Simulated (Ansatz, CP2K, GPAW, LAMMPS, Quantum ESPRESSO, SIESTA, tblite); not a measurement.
## tblite on glassy 77SiO2-6B2O3-8CaO-8MgO (mol %) (142 atoms): settings against a plane-wave reference

Wanted: tblite inputs and outputs for glassy 77SiO2-6B2O3-8CaO-8MgO (mol %) (142 atoms), checked against a plane-wave reference.

Method: the method is named at each step, in tblite 0.8.0.

### Step 1. The structure

The cell holds 142 atoms: 37 Si, 6 B, 4 Ca, 4 Mg and 91 O. Cell: a = 12.161 Å, b = 12.161 Å, c = 12.161 Å, α = 90.0°, β = 90.0°, γ = 90.0°. 142 atoms (37 Si, 6 B, 4 Ca, 4 Mg, 91 O) placed at random at 2.31 g/cm³, melted at 3000 K for 20 ps at fixed volume with the Buckingham and Coulomb pair potential of Guillot and Sator (Geochim. Cosmochim. Acta 71, 1249 (2007)) with the boron terms of Wang et al. (J. Non-Cryst. Solids 498, 294 (2018)). Quenched from 3000 K to 300 K at 300 K/ps and fixed volume, held 10 ps at zero pressure.

The yardstick, on the same geometry:

* method: Kohn-Sham DFT, PBE, PAW, plane waves (Ansatz 0.2.0); cutoff 420 eV, Γ point, fermi-dirac smearing of 0.05 eV; PAW set soft_2
* r.m.s. force component: 1.165 eV/Å
* longest force: 5.882 eV/Å
* pressure: 1.32 GPa
* gap (highest filled to lowest empty level): 2.098 eV
* SCF cycles: 10
* time: 50 s on 4 threads of Arm Neoverse V1, shared host
* CPU time: 3.2 min

### Step 2. GFN1-xTB

Method: GFN1-xTB tight binding, diagonalisation.

run.py

```python
import numpy as np
from ase.io import read
from tblite.ase import TBLite

atoms = read("structure.xyz")
atoms.calc = TBLite(method="GFN1-xTB", electronic_temperature=580, accuracy=1.0, max_iterations=250, mixer_damping=0.4, verbosity=1)
energy = atoms.get_potential_energy()
forces = atoms.get_forces()
print(f"energy {energy:.6f} eV")
print("forces (eV/A)")
for i, (a, f) in enumerate(zip(atoms, forces)):
    print(f"{i:4d} {a.symbol:2s} {f[0]:10.5f} {f[1]:10.5f} {f[2]:10.5f}")
stress = -atoms.get_stress(voigt=False) * 160.21766
print("stress (GPa, compression positive)")
for row in stress:
    print(" ".join(f"{x:10.4f}" for x in row))
print("charges (e)")
print(np.array2string(atoms.get_charges(), precision=4, suppress_small=True, max_line_width=110, threshold=100000))
```

structure.xyz

```xyz
142
Lattice="12.16067 0.00000 0.00000 0.00000 12.16067 0.00000 0.00000 0.00000 12.16067" Properties=species:S:1:pos:R:3 pbc="T T T"
Si 3.56709 6.32172 7.15753
Si 9.10931 10.35736 11.49828
Si 0.19773 3.17892 10.50268
Si 11.43760 8.91985 9.79019
Si 8.23654 4.86828 8.51235
Si 7.05744 10.78615 5.07842
Si 5.40335 10.55254 2.45670
Si 8.19945 8.23071 6.25010
Si 3.61877 2.21130 7.29956
Si 9.04584 5.70214 11.11424
Si 8.26099 1.23844 3.97593
Si 2.37826 3.35282 2.41584
Si 11.86127 11.30237 8.00245
Si 2.61710 6.43470 10.21277
Si 11.24923 2.07327 8.13634
Si 3.25043 11.60809 8.28470
Si 4.84773 4.89285 2.43566
Si 4.59017 8.39828 10.62867
Si 1.85073 11.31283 11.10512
Si 6.26469 7.20787 8.24323
Si 8.17039 3.86721 5.70396
Si 2.83854 2.17092 11.54181
Si 1.42231 10.08265 1.57687
Si 7.02242 6.16011 4.14302
Si 10.95713 0.53093 2.64118
Si 11.15741 0.39291 11.62864
Si 12.08418 6.63000 11.46703
Si 11.98057 4.63358 1.29134
Si 2.39310 8.16820 5.22787
Si 6.04434 11.03715 11.60809
Si 10.54561 6.85996 7.44683
Si 1.73326 0.55209 3.50154
Si 0.19506 5.88382 4.99037
Si 3.51091 8.05328 2.52334
Si 5.96359 1.95276 11.11899
Si 10.47520 9.85294 2.23039
Si 6.81107 2.64045 2.08142
B 1.78531 10.95020 5.85512
B 4.42806 6.24292 0.32639
B 2.12654 4.09778 5.79006
B 5.63927 0.17110 7.07009
B 8.43428 7.40013 1.93367
B 9.07891 4.30840 1.50561
Ca 9.13108 0.89977 6.80462
Ca 10.68388 10.01772 5.30424
Ca 11.15924 3.04965 4.28007
Ca 5.03719 4.54469 10.04021
Mg 4.09766 11.88681 5.21450
Mg 11.42495 7.33629 2.28694
Mg 7.74513 2.11365 8.51490
Mg 6.95189 8.36216 11.86298
O 11.01404 7.74246 8.72492
O 0.14824 1.03962 3.40766
O 4.45774 3.26380 8.12235
O 10.66211 11.18636 3.11398
O 9.69120 1.40662 3.20336
[... 82 atom lines left out ...]
O 5.85111 11.30882 1.08364
O 4.44509 11.53038 3.32023
O 11.57161 1.82556 10.92247
O 2.21300 10.20645 0.09972
```

The run is started by

```
OMP_NUM_THREADS=1 python run.py > output.txt
```

What it wrote:

```text
------------------------------------------------------------
  cycle        total energy    energy error   density error
------------------------------------------------------------
      1     -477.6829212930  -4.7991098E+02   1.0629713E+00
      2     -490.8660561496  -1.3183135E+01   8.9753183E-01
      3     -508.3617850675  -1.7495729E+01   5.0236768E-01
      4     -518.3301286677  -9.9683436E+00   1.0765406E-01
      5     -518.3219299008   8.1987669E-03   6.2671750E-02
      6     -518.5483872908  -2.2645739E-01   3.0886941E-02
      7     -518.5943863668  -4.5999076E-02   1.6029021E-02
      8     -518.5994765578  -5.0901910E-03   6.6542927E-03
      9     -518.6018348668  -2.3583091E-03   2.5975755E-03
     10     -518.6020196405  -1.8477370E-04   9.0160137E-04
     11     -518.6020382472  -1.8606721E-05   3.7705276E-04
     12     -518.6020455764  -7.3291452E-06   1.4507597E-04
     13     -518.6020460214  -4.4504509E-07   6.6578590E-05
     14     -518.6020462405  -2.1907078E-07   1.8980473E-05
------------------------------------------------------------
 total:                                  10.478 sec
energy -14111.880473 eV
forces (eV/A)
   0 Si   -0.00361    0.76516   -1.63444
   1 Si    1.81760    1.62514    1.64085
   2 Si    0.69443   -0.19107   -0.29681
   3 Si   -0.55279   -0.55604    1.41564
   4 Si    1.02754   -0.34582    0.51394
   5 Si   -0.45542    0.18501   -0.73560
   6 Si   -1.58825    1.45106    2.12147
   7 Si    0.21194   -0.02065    0.41609
   8 Si    0.63349   -0.91541    0.07901
   9 Si   -2.50355    2.82427    1.22072
  10 Si   -0.08336   -0.69931    0.70512
  11 Si   -0.69972   -1.39501   -1.42013
  12 Si   -0.99080   -0.02040   -2.87768
  13 Si    1.35213   -0.80986    0.14619
  14 Si   -1.00008    0.54809   -0.14162
  15 Si    1.43847    0.97618   -0.88231
  16 Si   -0.09056    0.50426    0.05181
  17 Si   -0.07861   -0.03093    3.69720
  18 Si   -0.09583   -0.27131    0.13712
  19 Si   -1.40135   -1.61936   -0.55875
  20 Si    2.70814    1.00228   -0.05175
  21 Si   -0.39778   -0.74059    0.74090
  22 Si    0.42325    0.01734   -0.27863
  23 Si    0.62460   -0.34608   -2.56957
[...]
134 O     0.29397   -0.01633   -0.42605
 135 O    -0.60202    1.41449   -0.27484
 136 O     0.49973    0.94075   -1.27170
 137 O     0.15957   -0.23273   -0.54001
 138 O     0.51139   -1.03498   -1.17040
 139 O     0.27675   -0.13722   -0.25061
 140 O    -1.17959   -1.70497    0.88701
 141 O    -1.17098    0.29652    0.10753
stress (GPa, compression positive)
    5.8693    -0.6314     0.6284
   -0.6314     7.3186    -0.8541
    0.6284    -0.8541     3.0827
charges (e)
[ 0.4627  0.4754  0.4784  0.4856  0.4852  0.4567  0.4248  0.4894  0.391   0.4072  0.4773  0.4625  0.4435
  0.4788  0.4344  0.4162  0.4743  0.4661  0.4711  0.4787  0.4351  0.4504  0.4543  0.4702  0.4677  0.4593
  0.4966  0.4934  0.4296  0.4703  0.4645  0.4642  0.4412  0.4473  0.4411  0.4372  0.4602  0.681   0.6979
  0.6809  0.6833  0.6454  0.687   0.3858  0.4639  0.4292  0.4831  0.7642  0.7418  0.75    0.7489 -0.2207
 -0.2377 -0.3339 -0.226  -0.2243 -0.3745 -0.2517 -0.3858 -0.2216 -0.2369 -0.3432 -0.2118 -0.2258 -0.409
 -0.2722 -0.2352 -0.331  -0.3957 -0.2278 -0.2324 -0.3175 -0.2992 -0.2641 -0.2462 -0.2571 -0.2933 -0.3341
 -0.2409 -0.4051 -0.2629 -0.2338 -0.247  -0.2325 -0.3492 -0.2089 -0.2084 -0.2252 -0.2558 -0.199  -0.2356
 -0.3535 -0.2323 -0.3502 -0.4671 -0.5056 -0.2116 -0.541  -0.2599 -0.4034 -0.3675 -0.5635 -0.3269 -0.349
 -0.2504 -0.2211 -0.2341 -0.2057 -0.2357 -0.2214 -0.2034 -0.3139 -0.2776 -0.2505 -0.2228 -0.2339 -0.21
 -0.3236 -0.2442 -0.2758 -0.3153 -0.227  -0.4088 -0.2199 -0.2358 -0.2224 -0.213  -0.2811 -0.269  -0.2362
 -0.2474 -0.2398 -0.247  -0.243  -0.217  -0.2944 -0.3738 -0.3481 -0.2307 -0.4661 -0.2344 -0.2456]
```

Run time: 11 s. Hardware: 1 thread of Arm Neoverse V1, shared host; peak memory 0.17 GiB.

Banners, paths, timers and routine set-up lines are dropped from the logs unmarked, and long logs keep their key lines alone; longer cuts are marked.

Against the reference:

```yaml
r_m_s_force_component: 0.9528 eV/Å
r_m_s_difference_of_force_components: 631.8 meV/Å
longest_difference_of_force_vectors: 3247 meV/Å
force_difference_over_r_m_s_force: 54.24 %
slope_of_forces_against_the_reference_s: 0.6874
correlation_of_force_components: 0.8404
pressure: 5.423 GPa
pressure_difference: 4.104 GPa
```

Length of the force difference by element (eV/Å):

```
element  atoms  mean  most
      B      6   1.1   1.4
     Ca      4  0.77   1.2
     Mg      4   1.3   2.0
      O     91  0.69   1.5
     Si     37   1.5   3.2
```

A closer look about O86, picked at random: 9 atoms, nearest first, numbered in the order of the input, with positions taken from that point.

```csv
atom,x,y,z,distance (Å),bonds,Mulliken charge (e),Fx,Fy,Fz (eV/Å)
O86,0.00,0.00,0.00,0.00,2,-0.21,-0.57,-1.15,0.05
Si2,-0.99,0.75,1.02,1.61,4,0.48,1.82,1.63,1.64
Si4,1.34,-0.68,-0.68,1.65,4,0.49,-0.55,-0.56,1.42
O81,-0.44,2.33,0.82,2.51,2,-0.26,1.02,0.63,-0.27
O133,2.09,-1.39,0.65,2.59,2,-0.25,-0.55,0.83,-0.93
O63,2.11,0.49,-1.44,2.60,2,-0.21,0.19,-0.17,-0.14
O52,0.92,-1.86,-1.75,2.71,2,-0.22,0.61,0.18,-0.09
O114,-2.57,0.70,0.90,2.81,3,-0.25,-0.71,0.52,-0.56
O67,-0.57,0.67,2.68,2.82,2,-0.24,-0.62,-1.10,-1.38
```

Atoms are counted from 1 here, from 0 in the log.

Forces lie 54 % from the reference's, at 0.058 times its CPU time (on 1 against 4 cores).

### Step 3. Summary of results

| Property | Result |
| --- | --- |
| force difference from the reference | tblite GFN1-xTB, 54 % |
| its CPU time | 11 s |

**Reading.** Tight binding differs by 54 % (tblite GFN1-xTB); it is another model, with fitted parameters of its own, and the xTB methods hold dispersion. One electronic-structure run takes under half the reference's CPU time: tblite GFN1-xTB, at 54 % in 11 s against 3.2 min; its pressure misses by +4.1 GPa. Periodic xTB results under one method name differ between programs and library versions. The quench rate of 300 K/ps is many orders above laboratory rates, so the cell is likely richer in defects and strain than a real sample. The network of bonds at the start is that of the classical potential that made the cell, and needn't be the one that DFT or experiment would give. The reference's stress is far from hydrostatic: its diagonal is 1.7, 3.3, -1.0 GPa, compression counted positive. The electronic-structure runs sample only Γ, in a cell whose shortest periodic width is 12 Å.

[Also dropped from logs without a mark: logging warnings of Python, and SIESTA's first energy breakdown and zero terms.]

[Logs are printed without paths, hosts, clocks, repeated set-up lines and the standing remarks that a program may print on its own settings, such as how far it seeks lower states.]

[Hosts, paths, dates, database ids (printed as entryN), source tags and the programs' standing remarks are cut or masked in the printed files.]
